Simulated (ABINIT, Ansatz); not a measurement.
# A GW chain in ABINIT: Sr2AlSbO6 (Fm-3m)

Aim: the G0W0 gap of Sr2AlSbO6 (Fm-3m) on LDA, step by step.

Method: LDA and many-body steps on it, plane waves, in ABINIT 10.8.3.

### Step 1. Starting point

It takes space group Fm-3m (No. 225, cubic). Conventional cell: a = 7.857 Å, b = 7.857 Å, c = 7.857 Å, α = 90.00°, β = 90.00°, γ = 90.00°. Nearest to Sr lie 12 O at 2.78 Å. Nearest to Al lie 6 O at 1.93 Å. Nearest to Sb lie 6 O at 2.00 Å. Nearest to O lie 1 Al at 1.93 Å and 1 Sb at 2.00 Å and 4 Sr at 2.78 Å. Farther neighbours and most contacts between anions are not listed.

The cell and positions are those that the Materials Project relaxed with its own functionals (PBE, PBE+U or r2SCAN), kept fixed. Spin-orbit coupling is left out unless a step names it.

### Step 2. Ground state

This step: ABINIT 10.8.3; DFT, LDA, plane waves, norm-conserving pseudopotentials.

The ground-state density comes first.

File run.abi:

```
acell 3*1.0 Angstrom
rprim 
  0.000000000000 3.928638000000 3.928638000000
  3.928638000000 0.000000000000 3.928638000000
  3.928638000000 3.928638000000 0.000000000000
ntypat 4
znucl 38 13 51 8
natom 10
typat 1 1 2 3 4 4 4 4 4 4
xred 
  0.250000000000 0.250000000000 0.250000000000
  0.750000000000 0.750000000000 0.750000000000
  0.000000000000 0.000000000000 0.000000000000
  0.500000000000 0.500000000000 0.500000000000
  0.753917000000 0.246083000000 0.246083000000
  0.246083000000 0.753917000000 0.753917000000
  0.246083000000 0.753917000000 0.246083000000
  0.753917000000 0.246083000000 0.753917000000
  0.246083000000 0.246083000000 0.753917000000
  0.753917000000 0.753917000000 0.246083000000
pp_dirpath "pseudos"
pseudos "Sr.upf, Al.upf, Sb.upf, O.upf"
ecut 42
ngkpt 4 4 4
nshiftk 1
shiftk 0 0 0
kptopt 1
chksymbreak 0
nband 50
occopt 1
tolvrs 1e-10
nstep 60
prtwf 0
optforces 0
optstress 0
indata_prefix "in"
outdata_prefix "out"
tmpdata_prefix "tmp"
```

Command:

```
OMP_NUM_THREADS=1 mpirun -n 4 abinit run.abi > log
```

Numbers of over 12 decimals in the logs are rounded to 6 here.

Output:

```text
.Version 10.8.3 of ABINIT. v10.8.2 released Aug 2026.

 Symmetries : space group Fm -3 m (#225); Bravais cF (face-center cubic)
================================================================================
 Values of the parameters that define the memory need of the present run
     intxc =       0    ionmov =       0      iscf =       7    lmnmax =       6
     lnmax =       6     mgfft =      64  mpssoang =       3    mqgrid =    3001
     natom =      10  nloc_mem =       1    nspden =       1   nspinor =       1
    nsppol =       1      nsym =      48    n1xccc =    2501    ntypat =       4
    occopt =       1   xclevel =       1
-    mband =          50        mffmem =           1         mkmem =           2
       mpw =       10645          nfft =      262144          nkpt =           8
================================================================================
  Rough estimation (10% accuracy) of disk space for files :
================================================================================

--------------------------------------------------------------------------------
------------- Echo of variables that govern the present computation ------------
--------------------------------------------------------------------------------
 -outvars: echo values of preprocessed input variables --------
            acell      1.8897261259E+00  1.8897261259E+00  1.8897261259E+00 Bohr

      chksymbreak           0
             ecut      4.20000000E+01 Hartree
-          fftalg         312

              ixc       -1012
              kpt      0.00000000E+00  0.00000000E+00  0.00000000E+00
                       2.50000000E-01  0.00000000E+00  0.00000000E+00
                       5.00000000E-01  0.00000000E+00  0.00000000E+00
                       2.50000000E-01  2.50000000E-01  0.00000000E+00
                       5.00000000E-01  2.50000000E-01  0.00000000E+00
                      -2.50000000E-01  2.50000000E-01  0.00000000E+00
                       5.00000000E-01  5.00000000E-01  0.00000000E+00
                      -2.50000000E-01  5.00000000E-01  2.50000000E-01
         kptrlatt        4    0    0      0    4    0      0    0    4
          kptrlen      4.19967680E+01
P           mkmem           2
            natom          10
            nband          50
            ngfft          64      64      64
             nkpt           8
            nstep          60
             nsym          48
           ntypat           4
              occ      2.000000  2.000000  2.000000  2.000000  2.000000  2.000000
                       2.000000  2.000000  2.000000  2.000000  2.000000  2.000000
                       2.000000  2.000000  2.000000  2.000000  2.000000  2.000000
                       2.000000  2.000000  2.000000  2.000000  2.000000  2.000000
                       2.000000  2.000000  2.000000  2.000000  2.000000  2.000000
                       2.000000  2.000000  2.000000  2.000000  2.000000  2.000000
                       2.000000  2.000000  2.000000  2.000000  2.000000  0.000000
                       0.000000  0.000000  0.000000  0.000000  0.000000  0.000000
                       0.000000  0.000000
        optforces           0
        optstress           0
            prtwf           0
            rprim      0.0000000000E+00  3.9286380000E+00  3.9286380000E+00
                       3.9286380000E+00  0.0000000000E+00  3.9286380000E+00
                       3.9286380000E+00  3.9286380000E+00  0.0000000000E+00
          spgroup         225

           tolvrs      1.00000000E-10

             xred      2.5000000000E-01  2.5000000000E-01  2.5000000000E-01
                       7.5000000000E-01  7.5000000000E-01  7.5000000000E-01
[...]
znucl       38.00000   13.00000   51.00000    8.00000

================================================================================

 chkinp: Checking input parameters for consistency.

================================================================================
== DATASET  1 ==================================================================
-   mpi_nproc: 4, omp_nthreads: 1 (-1 if OMP is not activated)

--- !DatasetInfo
iteration_state: {dtset: 1, }
dimensions: {natom: 10, nkpt: 8, mband: 50, nsppol: 1, nspinor: 1, nspden: 1, mpw: 10645, }
cutoff_energies: {ecut:  42.0, pawecutdg:  -1.0, }
electrons: {nelect:   8.20000000E+01, charge:   0.00000000E+00, occopt:   1.00000000E+00, tsmear:   1.00000000E-02, }

 Real(R)+Recip(G) space primitive vectors, cartesian coordinates (Bohr,Bohr^-1):
 R(1)=  0.0000000  7.4240499  7.4240499  G(1)= -0.0673487  0.0673487  0.0673487
 R(2)=  7.4240499  0.0000000  7.4240499  G(2)=  0.0673487 -0.0673487  0.0673487
 R(3)=  7.4240499  7.4240499  0.0000000  G(3)=  0.0673487  0.0673487 -0.0673487
 Unit cell volume ucvol=  8.1837553E+02 bohr^3
 Angles (23,13,12)=  6.00000000E+01  6.00000000E+01  6.00000000E+01 degrees

 getcut: wavevector=  0.0000  0.0000  0.0000  ngfft=  64  64  64
         ecut(hartree)=     42.000   => boxcut(ratio)=   2.08946

--- Pseudopotential description ------------------------------------------------
- Sr Generated using ONCVPSP code by D. R. Hamann
- 38.00000  10.00000  180309                  znucl, zion, pspdat
12 -1012 2 -1 1812                            pspcod,pspxc,lmax,lloc,mmax
     nproj     2     2     2
  pspatm : epsatm=   12.22067766
[...]
nproj     2     2     1
  pspatm : epsatm=    6.24525921
         --- l  ekb(1:nproj) -->
[...]
2   -1.033686
 pspatm: atomic psp has been read  and splines computed

   7.44594686E+03                                ecore*ucvol(ha*bohr**3)
--------------------------------------------------------------------------------

_setup2: Arith. and geom. avg. npw (full set) are   10635.922   10635.895

================================================================================

--- !BeginCycle
iteration_state: {dtset: 1, }
solver: {iscf: 7, nstep: 60, nline: 4, wfoptalg: 0, }
tolerances: {tolvrs: 1.00E-10, }

     iter   Etot(hartree)      deltaE(h)  residm     vres2
 ETOT  1  -422.40121054327    -4.224E+02 2.035E-01 3.168E+03
 ETOT  2  -422.87691463604    -4.757E-01 1.419E-02 2.059E+03
 ETOT  3  -423.33389562010    -4.570E-01 8.902E-03 1.168E+02
 ETOT  4  -423.35423241805    -2.034E-02 4.833E-03 2.469E+00
 ETOT  5  -423.35443183945    -1.994E-04 2.686E-03 7.109E-01
 ETOT  6  -423.35451936879    -8.753E-05 1.478E-03 8.706E-03
 ETOT  7  -423.35452103130    -1.663E-06 8.060E-04 4.357E-04
 ETOT  8  -423.35452106484    -3.354E-08 6.089E-04 3.353E-05
 ETOT  9  -423.35452106800    -3.166E-09 3.970E-04 1.049E-07
 ETOT 10  -423.35452106802    -1.336E-11 3.464E-04 3.136E-09
 ETOT 11  -423.35452106801     2.331E-12 2.984E-04 1.225E-10
 ETOT 12  -423.35452106800     1.614E-11 2.234E-04 7.109E-12

 At SCF step   12       vres2   =  7.11E-12 < tolvrs=  1.00E-10 =>converged.

--- !ResultsGS
iteration_state: {dtset: 1, }
comment   : Summary of ground state results
lattice_vectors:
- [  0.0000000,   7.4240499,   7.4240499, ]
- [  7.4240499,   0.0000000,   7.4240499, ]
- [  7.4240499,   7.4240499,   0.0000000, ]
lattice_lengths: [  10.49919,   10.49919,   10.49919, ]
lattice_angles: [ 60.000,  60.000,  60.000, ] # degrees, (23, 13, 12)
lattice_volume:   8.1837553E+02
convergence: {deltae:  1.614E-11, res2:  7.109E-12, residm:  2.234E-04, diffor:  0.000E+00, }
etotal    :  -4.23354521E+02
entropy   :   0.00000000E+00
fermie    :   2.49592383E-01
cartesian_stress_tensor: null
pressure_GPa: null
xred      :
- [  2.5000E-01,   2.5000E-01,   2.5000E-01, Sr]
- [  7.5000E-01,   7.5000E-01,   7.5000E-01, Sr]
- [  0.0000E+00,   0.0000E+00,   0.0000E+00, Al]
- [  5.0000E-01,   5.0000E-01,   5.0000E-01, Sb]
- [  7.5392E-01,   2.4608E-01,   2.4608E-01,  O]
- [  2.4608E-01,   7.5392E-01,   7.5392E-01,  O]
- [  2.4608E-01,   7.5392E-01,   2.4608E-01,  O]
- [  7.5392E-01,   2.4608E-01,   7.5392E-01,  O]
- [  2.4608E-01,   2.4608E-01,   7.5392E-01,  O]
- [  7.5392E-01,   7.5392E-01,   2.4608E-01,  O]
cartesian_forces: null
force_length_stats: {min: null, max: null, mean: null, }

 Integrated electronic density in atomic spheres:
 ------------------------------------------------
 Atom  Sphere_radius  Integrated_density
[...]
================================================================================

 ----iterations are completed or convergence reached----

 Mean square residual over all n,k,spin=   28.320E-07; max=  22.339E-05
 reduced coordinates (array xred) for   10 atoms
[...]
0.246083000000      0.753917000000      0.753917000000
       0.246083000000      0.753917000000      0.246083000000
       0.753917000000      0.246083000000      0.753917000000
       0.246083000000      0.246083000000      0.753917000000
       0.753917000000      0.753917000000      0.246083000000
 rms dE/dt=  0.0000E+00; max dE/dt=  0.0000E+00; dE/dt below (all hartree)
    1       0.000000000000      0.000000000000      0.000000000000
    2       0.000000000000      0.000000000000      0.000000000000
    3       0.000000000000      0.000000000000      0.000000000000
    4       0.000000000000      0.000000000000      0.000000000000
    5       0.000000000000      0.000000000000      0.000000000000
    6       0.000000000000      0.000000000000      0.000000000000
    7       0.000000000000      0.000000000000      0.000000000000
    8       0.000000000000      0.000000000000      0.000000000000
    9       0.000000000000      0.000000000000      0.000000000000
   10       0.000000000000      0.000000000000      0.000000000000

 cartesian coordinates (angstrom) at end:
[...]
6      5.923734     3.928638     3.928638
    7      3.928638     1.933542     3.928638
    8      3.928638     5.923734     3.928638
    9      3.928638     3.928638     1.933542
   10      3.928638     3.928638     5.923734
 length scales=  1.889726125908  1.889726125908  1.889726125908 bohr
              =  1.000000000000  1.000000000000  1.000000000000 angstroms
 prteigrs : about to open file out_EIG
 Fermi (or HOMO) energy (hartree) =   0.24959   Average Vxc (hartree)=  -0.43581
 Eigenvalues (hartree) for nkpt=   8  k points:
 kpt#   1, nband= 50, wtk=  0.01563, kpt=  0.0000  0.0000  0.0000 (reduced coord)
  -5.02058   -3.29782   -3.29782   -3.29782   -0.94396   -0.94170   -0.80688   -0.80688
  -0.79961   -0.79961   -0.79961   -0.43012   -0.36380   -0.36380   -0.36380   -0.32384
  -0.32384   -0.29292   -0.29292   -0.29292   -0.28428   -0.28428   -0.28428   -0.11165
   0.04739    0.04739    0.04739    0.14151    0.14151    0.14151    0.18521    0.18521
   0.20549    0.20549    0.20549    0.22036    0.22036    0.22036    0.24959    0.24959
   0.24959    0.31469    0.44328    0.44328    0.45877    0.45877    0.45877    0.48193
   0.51558    0.51558
 prteigrs : prtvol=0 or 1, do not print more k-points.

--- !EnergyTerms
iteration_state     : {dtset: 1, }
comment             : Components of total free energy in Hartree
kinetic             :  1.73195992041392E+02
hartree             :  1.30976916390032E+02
xc                  : -7.74343812874365E+01
Ewald energy        : -2.49198664132039E+02
psp_core            :  9.09844754933366E+00
local_psp           : -3.93407921921715E+02
non_local_psp       : -1.65849097075643E+01
total_energy        : -4.23354521067998E+02
total_energy_eV     : -1.15200633917636E+04
band_energy         : -4.41543400999582E+01

== END DATASET(S) ==============================================================
================================================================================

 -outvars: echo values of variables after computation  --------
           etotal     -4.2335452107E+02
            nband          50
             nkpt           8
          spgroup         225
 [... the other variables as echoed above ...]

 Calculation completed.
```

It took 1.7 min on 4 MPI ranks of Arm Neoverse N1, shared host; peak memory 0.55 GiB; 6.7 min of CPU time.

This step gave:

```
total energy               : -11520.0634 eV
gap                        : 1.771 eV
k of the valence top       : 0, 0, 0
k of the conduction bottom : 0, 0, 0
least direct gap           : 1.771 eV
```

The gap is direct, at Γ.

### Step 3. Empty states on the mesh, 2×2×2 mesh, 260 bands

The sums over transitions need many empty states on a uniform mesh; this step solves for them.

run.abi, as its differences from that of step 2:

```diff
@@ -23,3 +23,3 @@
 ecut 42
-ngkpt 4 4 4
+ngkpt 2 2 2
 nshiftk 1
@@ -28,9 +28,10 @@
 chksymbreak 0
-nband 50
-occopt 1
-tolvrs 1e-10
+iscf -2
+irdden 1
+istwfk *1
+nband 260
+nbdbuf 22
+tolwfr 1e-09
 nstep 60
-prtwf 0
-optforces 0
-optstress 0
+prtvol 0
 indata_prefix "in"
```

Output:

```text
.Version 10.8.3 of ABINIT. v10.8.2 released Aug 2026.

 Symmetries : space group Fm -3 m (#225); Bravais cF (face-center cubic)
[... echo of the input left out ...]
== DATASET  1 ==================================================================
-   mpi_nproc: 4, omp_nthreads: 1 (-1 if OMP is not activated)
-    --> not optimal distribution: autoparal keyword recommended in input file <--

--- !DatasetInfo
iteration_state: {dtset: 1, }
dimensions: {natom: 10, nkpt: 3, mband: 260, nsppol: 1, nspinor: 1, nspden: 1, mpw: 10777, }
cutoff_energies: {ecut:  42.0, pawecutdg:  -1.0, }
electrons: {nelect:   8.20000000E+01, charge:   0.00000000E+00, occopt:   1.00000000E+00, tsmear:   1.00000000E-02, }

 Real(R)+Recip(G) space primitive vectors, cartesian coordinates (Bohr,Bohr^-1):
 R(1)=  0.0000000  7.4240499  7.4240499  G(1)= -0.0673487  0.0673487  0.0673487
 R(2)=  7.4240499  0.0000000  7.4240499  G(2)=  0.0673487 -0.0673487  0.0673487
 R(3)=  7.4240499  7.4240499  0.0000000  G(3)=  0.0673487  0.0673487 -0.0673487
 Unit cell volume ucvol=  8.1837553E+02 bohr^3
 Angles (23,13,12)=  6.00000000E+01  6.00000000E+01  6.00000000E+01 degrees

 getcut: wavevector=  0.0000  0.0000  0.0000  ngfft=  64  64  64
         ecut(hartree)=     42.000   => boxcut(ratio)=   2.08946

--- Pseudopotential description ------------------------------------------------
- Sr Generated using ONCVPSP code by D. R. Hamann
- 38.00000  10.00000  180309                  znucl, zion, pspdat
12 -1012 2 -1 1812                            pspcod,pspxc,lmax,lloc,mmax
     nproj     2     2     2
  pspatm : epsatm=   12.22067766
         --- l  ekb(1:nproj) -->
             0   10.067142    1.054393
             1    7.520551    1.675795
             2    4.085003    0.971115
 pspatm: atomic psp has been read  and splines computed

- Al Generated using ONCVPSP code by D. R. Hamann
- 13.00000   3.00000  180309                  znucl, zion, pspdat
12 -1012 2 -1 1854                            pspcod,pspxc,lmax,lloc,mmax
     nproj     2     2     2
  pspatm : epsatm=    0.57439143
         --- l  ekb(1:nproj) -->
[...]
pspatm: atomic psp has been read  and splines computed

- Sb Generated using ONCVPSP code by D. R. Hamann
- 51.00000  23.00000  180309                  znucl, zion, pspdat
12 -1012 2 -1 1416                            pspcod,pspxc,lmax,lloc,mmax
     nproj     2     2     2
  pspatm : epsatm=   28.31692806
         --- l  ekb(1:nproj) -->
[...]
pspatm: atomic psp has been read  and splines computed

- O Generated using ONCVPSP code by D. R. Hamann
-  8.00000   6.00000  201201                  znucl, zion, pspdat
12 -1012 2 -1 926                             pspcod,pspxc,lmax,lloc,mmax
     nproj     2     2     1
  pspatm : epsatm=    6.24525921
         --- l  ekb(1:nproj) -->
[...]
2   -1.033686
[...]
1.14E-04  5.32E-05  5.48E-05  3.09E-04
 -5.0206E+00 -3.2978E+00 -3.2978E+00 -3.2978E+00 -9.4396E-01 -9.4170E-01
 -8.0688E-01 -8.0688E-01 -7.9961E-01 -7.9961E-01 -7.9961E-01 -4.3012E-01
 -3.6380E-01 -3.6380E-01 -3.6380E-01 -3.2384E-01 -3.2384E-01 -2.9292E-01
[...]
2.9493E+00  2.9493E+00  2.9493E+00  2.9682E+00  2.9682E+00  2.9693E+00
  2.9693E+00  2.9693E+00  2.9908E+00  2.9908E+00  2.9911E+00  3.0015E+00
  3.0286E+00  3.0292E+00
 prteigrs : prtvol=0 or 1, do not print more k-points.

--- !ResultsGS
iteration_state: {dtset: 1, }
comment   : Summary of ground state results
lattice_vectors:
- [  0.0000000,   7.4240499,   7.4240499, ]
- [  7.4240499,   0.0000000,   7.4240499, ]
- [  7.4240499,   7.4240499,   0.0000000, ]
lattice_lengths: [  10.49919,   10.49919,   10.49919, ]
lattice_angles: [ 60.000,  60.000,  60.000, ] # degrees, (23, 13, 12)
lattice_volume:   8.1837553E+02
convergence: {deltae:  0.000E+00, res2:  0.000E+00, residm:  9.987E-10, diffor:  0.000E+00, }
etotal    :  -4.23354521E+02
entropy   :   0.00000000E+00
fermie    :   2.49592383E-01
cartesian_stress_tensor: null
pressure_GPa: null
xred      :
- [  2.5000E-01,   2.5000E-01,   2.5000E-01, Sr]
- [  7.5000E-01,   7.5000E-01,   7.5000E-01, Sr]
- [  0.0000E+00,   0.0000E+00,   0.0000E+00, Al]
- [  5.0000E-01,   5.0000E-01,   5.0000E-01, Sb]
- [  7.5392E-01,   2.4608E-01,   2.4608E-01,  O]
- [  2.4608E-01,   7.5392E-01,   7.5392E-01,  O]
- [  2.4608E-01,   7.5392E-01,   2.4608E-01,  O]
- [  7.5392E-01,   2.4608E-01,   7.5392E-01,  O]
- [  2.4608E-01,   2.4608E-01,   7.5392E-01,  O]
- [  7.5392E-01,   7.5392E-01,   2.4608E-01,  O]
cartesian_forces: null
force_length_stats: {min: null, max: null, mean: null, }

 Integrated electronic density in atomic spheres:
 ------------------------------------------------
 Atom  Sphere_radius  Integrated_density
[...]
================================================================================

 ----iterations are completed or convergence reached----

 Mean square residual over all n,k,spin=   48.078E-11; max=  99.873E-11
 reduced coordinates (array xred) for   10 atoms
[...]
0.246083000000      0.246083000000      0.753917000000
       0.753917000000      0.753917000000      0.246083000000

 cartesian coordinates (angstrom) at end:
    1      1.964319     1.964319     1.964319
    2      5.892957     5.892957     5.892957
[...]
10      3.928638     3.928638     5.923734
 length scales=  1.889726125908  1.889726125908  1.889726125908 bohr
              =  1.000000000000  1.000000000000  1.000000000000 angstroms
 prteigrs : about to open file out_EIG
 Eigenvalues (hartree) for nkpt=   3  k points:
 kpt#   1, nband=260, wtk=  0.12500, kpt=  0.0000  0.0000  0.0000 (reduced coord)
[...]
2.89037    2.92476    2.92476    2.92476    2.94768    2.94768    2.94930    2.94930
   2.94930    2.96815    2.96816    2.96927    2.96927    2.96929    2.99079    2.99080
   2.99105    3.00146    3.02860    3.02917
 prteigrs : prtvol=0 or 1, do not print more k-points.

== END DATASET(S) ==============================================================
================================================================================

 -outvars: echo values of variables after computation  --------
            nband         260
             nkpt           3
          spgroup         225
 [... the other variables as echoed above ...]

 Calculation completed.
```

Wall time 4.3 min (4 MPI ranks); peak memory 0.51 GiB; 17 min of CPU time.

Numbers from this step:

| Property | Result |
| --- | --- |
| gap | 1.771 eV |
| k of the valence top | 0, 0, 0 |
| k of the conduction bottom | 0, 0, 0 |
| least direct gap | 1.771 eV |
| k points computed | 3 |
| lowest point of the top converged band, above the valence top | 69.9749 eV |

On this mesh the gap is 1.771 eV.

[end of part 1 of 2]

[Paths, hosts, dates, memory and timing lines, banners, echoed tables and standing remarks are left out of the program output.]

[Logs are printed without paths, hosts, clocks, repeated set-up lines and the standing remarks that a program may print on its own settings, such as how far it seeks lower states.]

[Runs of the session that timed out or met a known fault of the program may be left out.]

[Hosts, paths, dates, database ids (printed as entryN), source tags and the programs' standing remarks are cut or masked in the printed files.]

[G0W0 gaps are taken among the corrected bands and points alone; a level outside them can change the order at an edge.]

[Where Ansatz stands beside ABINIT at settings called matched, ABINIT's density can come from a denser mesh and the files from another edition; pairs whose starting gaps differed by over 0.03 eV were left out, so agreement reads better than it is.]
